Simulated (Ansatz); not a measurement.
# ZrSeS monolayer, Janus: from the cell to its phonons, part 2 of 2

The cell of ZrSeS monolayer, Janus is at rest. What are its phonons? After the zone centre comes a 6×6×1 q mesh on a 12×12×1 k mesh.

Ansatz 0.2.0; DFT PBEsol, scalar-relativistic, plane waves, PAW.

So far. Step 2 (Linear response at the zone centre): Before it was imposed, the acoustic sum rule was missed by 1.6e-4 eV/Å² and the charge sum rule by 7.2e-4 e. Small misses are needed for a sound result but don't prove that mesh and cutoff are converged. The lowest optical mode is real, 117 cm⁻¹.

### Step 3. Response at finite wavevector

Stability and thermal properties need the whole zone. Linear response on a 6×6×1 q mesh gives force constants as far as a supercell of that size would, and the tensors from the zone-centre run are typed in so that the long-range dipole term is interpolated apart.

Input file input.yaml:

```yaml
crystal:
  lattice:
    - [3.6850719989, 0.0, 0.0]
    - [-1.8425359995, 3.1913659658, 0.0]
    - [0.0, 0.0, 30.0]
  atoms:
    - { symbol: Zr, position: [0.0, 0.0, 0.3349301744] }
    - { symbol: S, position: [0.3333333333, 0.6666666667, 0.3812552825] }
    - { symbol: Se, position: [0.6666666667, 0.3333333333, 0.2804812097] }
  periodic: [true, true, false]
kpoints:
  mp_grid: { grid: [12, 12, 1] }
hamiltonian:
  xc: pbesol
scf:
  occupations: { method: fixed }
output:
  eigenvalues: true
phonons:
  method: dfpt
  qmesh: [6, 6, 1]
  temperatures: { t_max: 1000, t_step: 50 }
  qpath:
    path:
      - [0.0, 0.0, 0.0]
      - [0.5, 0.0, 0.0]
      - [0.33333333, 0.33333333, 0.0]
      - [0.0, 0.0, 0.0]
    npoints: 10
  isolated: true
  non_analytic_term:
    high_frequency_dielectric_tensor: [[3.7991, 0.0, 0.0], [0.0, 3.7991, 0.0], [0.0, 0.0, 1.1658]]
    born_effective_charges:
      - { species: Zr, tensor: [[7.3392, 0.0, 0.0], [0.0, 7.3392, 0.0], [0.0, 0.0, 0.3388]] }
      - { species: S, tensor: [[-3.7802, 0.0, 0.0], [0.0, -3.7802, 0.0], [0.0, 0.0, -0.2002]] }
      - { species: Se, tensor: [[-3.5589, 0.0, 0.0], [0.0, -3.5589, 0.0], [0.0, 0.0, -0.1387]] }
    source: "zone-centre run at this cell"
```

The run is started by

```
$ ansatz run input.yaml --threads 8 --pin off --max-ram 14336MiB --backend cpu --events-out ev --progress --plain --runs-dir out
```

Numbers of over 12 decimals in the logs are rounded to 6 here.

The program printed:

```text
Warning: phonons: the dynamical matrix that this run interpolates holds no multipole term above the dipole-dipole one, and a site of this crystal is no centre of inversion, so its interpolated transverse optical and acoustic branches and sound speeds can stay off near Gamma, and the density of states and the thermodynamics with them. What a run solves at a wave vector of phonons.qpoints, Gamma apart, where the deck admits one, is free of this, and under fd what a larger phonons.supercell samples
[...]
Crystal: 3 atoms, lattice volume = 352.812 Å³
Basis set: ecut = 420 eV, 6905 PW (Γ), exchange–correlation on 50×50×432 points (8 copies of the dense FFT grid, shifted against one another)
Bands: 21, of which v1, the nominal top of the filled ones, is band 17 counted from 1 (16 counted from 0)
Symmetry: 6 space group operations
k-points: 19 of 144 (time reversal used)
[...]
SCF iter   1: F=—  HF=-10442.080398 eV  |F-HF|=—  |Δ(HF+E_count)|=         —  Δρ=2.24e-3  dr2=6.13e-2  ethr=1.77e-3  ⟨swp⟩=6.6  Hψ=2095  notcnv=0  defer=34
[...]
SCF iter  11: F=-10442.071805 eV  HF=-10442.071805 eV  |F-HF|=1.35e-10  |Δ(HF+E_count)|=  5.24e-10  Δρ=5.53e-8  dr2=7.76e-12  ethr=1.00e-12  ⟨swp⟩=18.7  Hψ=3420  notcnv=0
SCF 1 converged in 11 iterations: F = -10442.071805 eV  dr2 = 7.76e-12
[...]
NSCF: frozen V_eff on 19 k-points
[...]
DFPT response loops at q = (0, 0, 0) (fractional): preconditioner auto → none (the input reference at scf.mixing.eps_inf says where Resta's filter doesn't serve); β = 0.50; Broyden in place of MSR1
[...]
SCF converged after 11 iterations
Free energy (F): -10442.071805 eV
[...]
Internal energy: -10442.071805 eV  (E = F + TS)
E sigma→0 (E₀):  -10442.071805 eV
Fermi energy:    -5.783779 eV
[...]
--- Band table (eV; the first three rows and the last of 19) ---
  k-point 0: bands = [... 13 lower, -8.7153, -7.0445, -5.7838, -5.7838, -4.5880, -4.5880, -3.8029, -0.9766]
  k-point 1: bands = [... 13 lower, -8.6779, -6.8829, -6.3418, -6.0399, -4.5057, -4.2938, -3.6563, -1.4251]
  k-point 2: bands = [... 13 lower, -8.5897, -7.4278, -6.5779, -6.4449, -4.6089, -3.7935, -3.3658, -1.8402]
  k-point 18: bands = [... 13 lower, -9.2861, -8.0903, -7.8778, -7.8115, -3.8110, -3.2920, -3.0381, -1.0915]
--- Phonons (Γ-DFPT): 6 representative perturbations + reference (Σ response iterations 29) ---
  ASR residual: 1.319e-4 → 0.000e0 eV/Å²; symmetrization residual: 2.973e-6 eV/Å²
  ASR residual per site (eV/Å²): 1.32e-4 5.15e-5 2.27e-5
  Γ frequencies (cm⁻¹): 0.00 0.00 0.00 116.58 116.58 223.08 223.08 227.63 319.46
--- Phonons (arbitrary-q DFPT): 7 irreducible q on the 6×6×1 mesh ---
  q = [0.0000, 0.0000, 0.0000] (star 1, of the zone-centre solve; hermiticity 3.93e-7, symmetrization 5.30e-11): -0.00 -0.00 -0.00 116.58 116.58 223.08 223.08 227.63 319.46
  q = [0.0000, 0.1667, 0.0000] (star 6, 9 solved perturbations on 78 of 144 k-point pairs; hermiticity 7.24e-7, symmetrization 5.73e-9): 17.84 50.68 82.46 123.71 179.59 220.56 223.07 294.04 309.55
[...]
q = [0.1667, 0.1667, 0.0000] (star 6, 6 solved perturbations in 666 linear systems a pass and spin channel, the states on 144 of 144 k-point pairs; hermiticity 1.38e-6, symmetrization 3.27e-9): 41.75 83.55 124.10 142.42 189.26 206.75 235.37 284.23 304.94
[...]
sum rule: each row above includes the acoustic sum rule's correction from the zone centre's row sums; it moved no ω² by more than (0.66 cm⁻¹)²
  mesh force constants: q→R imaginary residual 2.40e-18; ASR residual 1.319e-4 → 0.000e0 eV/Å²; symmetrization residual 5.329e-15 eV/Å²
  interpolated dispersion: 31 rows × 9 modes
  density of states and harmonic sums: on the 24×24×1 q-mesh, interpolated from the force constants of a 6×6×1 supercell (with the dipole–dipole term of supplied tensors)
  largest difference from the sums on the solved wave vectors: F 2.59e-2 eV, S 3.27e-5 and C_V 6.72e-6 eV/K
  zero-point energy: 0.100149 eV/cell   skipped modes (ω ≤ 0): 3   left out of the sums: 5.79e-4 of the cell's modes: C_V's classical limit lies that fraction below 3 k_B per atom; for a crystal, a wire or a layer, F and S can be off by more, and a phonons.interpolated_qmesh denser along its periods is the remedy for the sampling
```

Elapsed: 8.5 min, on 8 threads of Arm Neoverse V2, shared host; peak memory 2.9 GiB; 66 min of CPU time.

This step gave:

| Item | Value |
| --- | --- |
| sum-rule residual before enforcement | 1.32e-4 eV/Å² |
| lowest frequency on the path | 0 cm⁻¹ |
| highest frequency on the path or at a solved wavevector | 319.5 cm⁻¹ |
| mean frequency | 179.7 cm⁻¹ |
| lowest mode on the q mesh (acoustic modes at Γ apart) | 17.84 cm⁻¹ |
| zero-point energy per atom | 33.38 meV |
| heat capacity at 300 K | 23.18 J/(mol atoms K) |
| vibrational entropy at 300 K | 33.56 J/(mol atoms K) |

Frequencies (cm⁻¹) solved at each irreducible wavevector; negative means imaginary. Frequencies by wavevector, by row:

```csv
q in reciprocal lattice units,star,mode 1,mode 2,mode 3,mode 4,mode 5,mode 6,mode 7,mode 8,mode 9
0 0 0,1,0,0,0,116.6,116.6,223.1,223.1,227.6,319.5
0 0.1667 0,6,17.8,50.7,82.5,123.7,179.6,220.6,223.1,294,309.6
0 0.3333 0,6,51,86.6,121.4,135.3,185.6,212.7,223.2,278.8,307.9
0 -0.5 0,3,60.9,97.8,117.7,147.2,176.7,217.1,223,284.9,300.1
0.1667 0.1667 0,6,41.8,83.5,124.1,142.4,189.3,206.8,235.4,284.2,304.9
0.1667 0.3333 0,12,57.4,116.5,143.3,154,180.2,208.1,243.6,280.6,297.6
0.3333 0.3333 0,2,57.5,141.5,142.8,172.3,177,201.4,255,281.8,288
```

Interpolated from a 6×6×1 q mesh, with the LO-TO term (at Γ the limit along the path; where Γ stands inside the path, tables give the limit on arrival). The phonon branches at the labelled points (cm⁻¹):

```csv
point,branch 1,branch 2,branch 3,branch 4,branch 5,branch 6,branch 7,branch 8,branch 9
Γ,0,0,0,117,117,223,223,228,320
halfway,33,70,113,124,186,214,224,287,311
M,61,98,118,147,177,217,223,285,300
halfway,58,122,144,156,177,210,243,282,294
K,58,142,143,172,177,202,255,282,288
halfway,42,84,124,142,189,207,235,284,305
Γ,0,0,0,117,117,223,223,228,320
```

The phonon branches as a text plot (rows in cm⁻¹):

```
    313 |***************                              ***********
    300 |     **        ************         *********
    286 | ****  ******  ****************************************
    273 |             **
    260 |                             *******
    246 |                          ***       *******
    233 |***                   ****                 *******  ****
    220 |*************************                       ********
    206 |           **            ***********************
    193 |           **                            ****
    180 |   ********  ****************************    *******
    166 | **                        ***********              ***
    153 |                 **********           *****
    140 |             ****        ***********************
    126 |   ************       *** ***       **     **   ****
    113 |***      **    ******* ***            ***           ****
    100 |       **      ********                  **  ***
     87 |           ****                            **   **
     73 |     **  **                                  ***
     60 |   **  **    ****************************       ****
     47 |     **    **                            ****
     33 | ****    **                                  ***  *****
     20 | **  ****                                       **  ***
      7 |*****                                             ******
         Γ                   M           K                      Γ
```

Tetrahedra on a 24×24×1 mesh, mean over bins of 5 cm-1. Interpolated from a 6×6×1 q mesh. Table of phonon density of states by wavenumber; read off at these points:

```csv
wavenumber (cm⁻¹),phonon density of states (1/cm⁻¹/cell)
2,0.00269
18,0.0103
32,0.0113
48,0.0189
58,0.0938
62,0.0182
78,0.0116
92,0.0170
108,0.0191
122,0.0536
138,0.0414
152,0.0187
172,0.00638
178,0.0760
188,0.0589
202,0.0251
212,0.0646
218,0.0281
232,0.0269
248,0.0178
262,1.3e-4
278,0.0351
282,0.113
292,0.0513
308,0.0632
322,0
```

The partial phonon density of states has structure finer than the step of the table below, so its rows give means over 10 cm⁻¹, whole bins alone (the curve runs from -12.5 to 339 cm⁻¹). Peaks (cm⁻¹: height): S 226.3: 0.0503, 281.6: 0.0773, 299.2: 0.0358; Se 58.2: 0.0185, 100.2: 0.00932, 126.8: 0.0389, 144.5: 0.0468, 179.8: 0.0434, 210.8: 0.0224; Zr 58.2: 0.0450, 98.0: 0.0189, 126.8: 0.0176, 144.5: 0.0163, 179.8: 0.0183, 210.8: 0.0198, 299.2: 0.0209.

Phonopy on the run's constants, 17x17x1 mesh, Gaussian sigma 2.5 cm-1. Interpolated from a 6×6×1 q mesh. The partial phonon density of states by wavenumber; means over each step; values in 1/cm⁻¹/cell:

```csv
wavenumber (cm⁻¹),S,Se,Zr
0,5.9e-4,0.00147,0.00169
10,7.9e-4,0.00200,0.00226
20,0.00121,0.00312,0.00358
30,0.00169,0.00448,0.00535
40,0.00190,0.00527,0.00699
50,0.00347,0.0104,0.0185
60,0.00419,0.0135,0.0311
70,8.3e-4,0.00249,0.00469
80,0.00128,0.00406,0.00690
90,0.00126,0.00432,0.00994
100,0.00172,0.00668,0.0155
110,0.00129,0.00758,0.0103
120,0.00150,0.0267,0.0145
130,0.00130,0.0293,0.0137
140,0.00171,0.0380,0.0146
150,0.00230,0.0255,0.0108
160,0.00216,0.00742,0.00633
170,0.00170,0.00717,0.00487
180,0.00425,0.0358,0.0159
190,0.00544,0.0157,0.0103
200,0.00574,0.00533,0.00617
210,0.0180,0.0199,0.0184
220,0.0256,0.0119,0.00796
230,0.0328,0.00540,0.00493
240,0.0160,0.00144,0.00341
250,0.0125,9.8e-4,0.00375
260,0.00318,1.4e-4,0.00108
270,0.00356,7.5e-5,7.4e-4
280,0.0554,0.00186,0.00515
290,0.0299,6.9e-4,0.00894
300,0.0309,6.6e-4,0.0174
310,0.0209,5.1e-4,0.0112
320,0.00498,1.4e-4,0.00272
330,1.7e-5,4.0e-7,9.8e-6
```

Harmonic thermodynamic functions per atom, from the density of states. Interpolated from a 6×6×1 q mesh. Thermodynamic functions, by row:

```csv
T (K),F_vib (meV/atom),S (J/mol-atom/K),C_V (J/mol-atom/K)
0,33.38,0,0
100,28.35,11.75,14.77
200,9.19,24.5,21.3
300,-21.15,33.56,23.18
400,-59.59,40.34,23.92
500,-104.3,45.72,24.27
600,-154.1,50.17,24.47
700,-208.1,53.95,24.59
800,-265.7,57.24,24.67
900,-326.6,60.15,24.72
1000,-390.3,62.75,24.76
```

Symmetry leaves 7 wavevectors to solve. The lowest mode among them, the acoustic zeros apart, lies at q = (0, 0.167, 0) and is real, 17.8 cm⁻¹.

### Step 4. Another isotope, element S, natural mass 32.06 amu

An isotope changes the mass and not the force constants, so no new electronic calculation is needed; the shifts show which modes move this element.

The same force constants with the mass of S changed from 32.060 to 33.968 u (phonopy, no LO-TO term). Both lists are sorted by frequency; levels can cross, so a row need not hold one and the same mode. Modes under 3 cm⁻¹ are left out. Isotope shifts, by row:

```csv
q,rank,natural mass (cm⁻¹),changed mass (cm⁻¹)
0 0 0,4,116.6,116.6
0 0 0,5,116.6,116.6
0 0 0,6,223.1,217.8
0 0 0,7,223.1,217.8
0 0 0,8,227.6,226.4
0 0 0,9,319.5,313.6
0 0.1667 0,1,17.84,17.76
0 0.1667 0,2,50.68,50.49
0 0.1667 0,3,82.46,82.13
0 0.1667 0,4,123.7,123.7
0 0.1667 0,5,179.6,178.4
0 0.1667 0,6,220.6,217.5
0 0.1667 0,7,223.1,219.7
0 0.1667 0,8,294,288.4
0 0.1667 0,9,309.6,303.6
0 0.3333 0,1,50.95,50.77
0 0.3333 0,2,86.56,86.39
0 0.3333 0,3,121.4,121.3
0 0.3333 0,4,135.3,135
0 0.3333 0,5,185.6,185.1
0 0.3333 0,6,212.7,211.3
0 0.3333 0,7,223.2,217.3
0 0.3333 0,8,278.8,271.8
0 0.3333 0,9,307.9,302.6
0 -0.5 0,1,60.89,60.75
0 -0.5 0,2,97.78,97.71
0 -0.5 0,3,117.7,117.6
0 -0.5 0,4,147.2,146.9
0 -0.5 0,5,176.7,176.6
0 -0.5 0,6,217.1,214.6
0 -0.5 0,7,223,217
0 -0.5 0,8,284.9,277.4
0 -0.5 0,9,300.1,295.7
```

A mode of this element alone would shift by -2.85 %. The highest zone-centre frequency without the field goes from 319.5 to 313.6 cm⁻¹ (-1.8 %). The product of the frequency ratios over all optical modes at Γ is 0.930; the product rule, (m/m′)^(3k/2) (M′/M)^(3/2) with k = 1 such atoms and M the mass of the cell, gives 0.930.

### Step 5. Another isotope, element Se, natural mass 78.971 amu

The same for Se, from 78.97 to 81.92 u.

A mode of this element alone would shift by -1.81 %. The highest zone-centre frequency without the field goes from 319.5 to 319.4 cm⁻¹ (-0.0 %). The product of the frequency ratios over all optical modes at Γ is 0.967; the product rule, (m/m′)^(3k/2) (M′/M)^(3/2) with k = 1 such atoms and M the mass of the cell, gives 0.967.

### Step 6. Isotope substitution, element Zr, natural mass 91.222 amu

The same for Zr, from 91.22 to 95.91 u.

The same force constants with the mass of Zr changed from 91.222 to 95.908 u (phonopy, no LO-TO term). Both lists are sorted by frequency; levels can cross, so a row need not hold one and the same mode. Modes under 3 cm⁻¹ are left out. Isotope shifts, by row:

```csv
q,rank,natural mass (cm⁻¹),changed mass (cm⁻¹)
0 0 0,4,116.6,115.2
0 0 0,5,116.6,115.2
0 0 0,6,223.1,222.7
0 0 0,7,223.1,222.7
0 0 0,8,227.6,226.4
0 0 0,9,319.5,316.9
0 0.1667 0,1,17.84,17.64
0 0.1667 0,2,50.68,49.99
0 0.1667 0,3,82.46,81.57
0 0.1667 0,4,123.7,122.5
0 0.1667 0,5,179.6,178.4
0 0.1667 0,6,220.6,219.1
0 0.1667 0,7,223.1,222.7
0 0.1667 0,8,294,291.8
0 0.1667 0,9,309.6,307.2
0 0.3333 0,1,50.95,50.27
0 0.3333 0,2,86.56,84.97
0 0.3333 0,3,121.4,120.7
0 0.3333 0,4,135.3,134.2
0 0.3333 0,5,185.6,184.1
0 0.3333 0,6,212.7,210.8
0 0.3333 0,7,223.2,222.9
0 0.3333 0,8,278.8,278.2
0 0.3333 0,9,307.9,305.1
0 -0.5 0,1,60.89,59.86
0 -0.5 0,2,97.78,95.42
0 -0.5 0,3,117.7,117.7
0 -0.5 0,4,147.2,146.1
0 -0.5 0,5,176.7,175.8
0 -0.5 0,6,217.1,215.1
0 -0.5 0,7,223,222.9
0 -0.5 0,8,284.9,284.7
0 -0.5 0,9,300.1,296.9
```

A mode of this element alone would shift by -2.47 %. The highest zone-centre frequency without the field goes from 319.5 to 316.9 cm⁻¹ (-0.8 %). The product of the frequency ratios over all optical modes at Γ is 0.960; the product rule, (m/m′)^(3k/2) (M′/M)^(3/2) with k = 1 such atoms and M the mass of the cell, gives 0.960.

### Step 7. What came out

| Item | Value |
| --- | --- |
| space group (within 0.01 Å) | P3m1 |
| area per atom | 3.92 Å² |
| gap on the k-mesh | 0.573 eV |
| highest optical mode at the zone centre (no LO-TO term) | 319 cm⁻¹ |
| lowest optical zone-centre mode | 117 cm⁻¹ |
| largest Born charge (third of the trace) | 5.01 e |
| lowest mode on the q mesh (acoustic modes at Γ apart) | 17.8 cm⁻¹ |
| highest frequency on the path or at a solved wavevector | 320 cm⁻¹ |
| zero-point energy per atom | 33.4 meV |
| heat capacity at 300 K | 23.2 J/(mol atoms K) |
| vibrational entropy at 300 K | 33.6 J/(mol atoms K) |
| imaginary modes on the 6×6×1 q mesh | none |

In words: The structure is a minimum as far as tested: no mode is imaginary at the 7 irreducible wavevectors of the 6×6×1 mesh, and the softest away from the acoustic zeros lies at 18 cm⁻¹. Without the field, the optical modes at Γ span 117 to 319 cm⁻¹. The highest mode in this list at Γ, 319.5 cm⁻¹, has its largest share on S (66 % of the kinetic energy). The strongest infrared line is at 117 cm⁻¹. Averaged over orientations, the strongest Raman line at 532 nm and 300 K is at 228 cm⁻¹. The tensors are the static, non-resonant ones, while 532 nm light (2.33 eV) lies above the computed gap. In a sheet or slab the interpolated bending branch near Γ is rough, since the rotational sum rule isn't imposed. Dielectric tensors refer to the cell with its vacuum. The program warns that the interpolation holds no quadrupole term, so branches close to Γ can be off in this crystal. The starting cell was built on a prototype and not taken from a measurement. These are harmonic frequencies at zero temperature: anharmonic shifts, linewidths and thermal expansion are left out.

[Logs are printed without paths, hosts, clocks, repeated set-up lines and the standing remarks that a program may print on its own settings, such as how far it seeks lower states.]

[Hosts, paths, dates, database ids (printed as entryN), source tags and the programs' standing remarks are cut or masked in the printed files.]
